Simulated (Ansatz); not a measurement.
The compound is NaAgCl3 (cubic perovskite) (Pm-3m).

The structure was built from a prototype and need not be the compound's stable phase.

The structure is cubic, space group Pm-3m (No. 221). Conventional cell: a = 5.078 Å, b = 5.078 Å, c = 5.078 Å, α = 90.00°, β = 90.00°, γ = 90.00°. Nearest to Na lie 12 Cl at 3.59 Å. Nearest to Ag lie 6 Cl at 2.54 Å. Nearest to Cl lie 2 Ag at 2.54 Å. Farther neighbours and most contacts between anions are not listed.

```xyz
5
Lattice="0.0000 -5.0784 0.0000 0.0000 0.0000 5.0784 -5.0784 0.0000 0.0000" Properties=species:S:1:pos:R:3 pbc="T T T"
Na    0.0000    0.0000    0.0000
Ag   -2.5392   -2.5392    2.5392
Cl    0.0000   -2.5392    2.5392
Cl   -2.5392   -2.5392    0.0000
Cl   -2.5392    0.0000    2.5392
```

The structure was relaxed with PBE. The structure type comes from a generator and need not be one that this composition takes. The structure was generated from a model, not taken from a measurement. The runs that relaxed it are not among those shown. The program's search for lower electronic states was switched off, so nothing shows that the state found is the lowest. PAW set soft_2, made with PBE.

A constrained-RPA run (Ansatz 0.2.0; non-magnetic PBE; Ag d + anion p, bands v14 to v1, 4×4×4 mesh, medium accuracy) builds 14 functions on bands 6.3 eV wide, with 27.0 electrons in the window. The bare on-site interaction is 19.1 eV and the bare J 0.73 eV.

Question: What U and J survive the screening?

On the Ag d shell, U = 7.59 eV (40 % of the bare value), U′ = 6.45 eV, J = 0.57 eV.

The parent state is non-magnetic and the interaction static (zero frequency); U depends on the window and the orbitals, so it belongs to this model alone. A window that holds the anion p bands defines a model with explicit ligands; its U belongs to that model and is not the U of DFT+U.

[Paths, hosts, dates, memory and timing lines, banners, echoed tables and standing remarks are left out of the program output.]

[Logs are printed without paths, hosts, clocks, repeated set-up lines and the standing remarks that a program may print on its own settings, such as how far it seeks lower states.]

[Runs of the session that timed out or met a known fault of the program may be left out.]

[Hosts, paths, dates, database ids (printed as entryN), source tags and the programs' standing remarks are cut or masked in the printed files.]
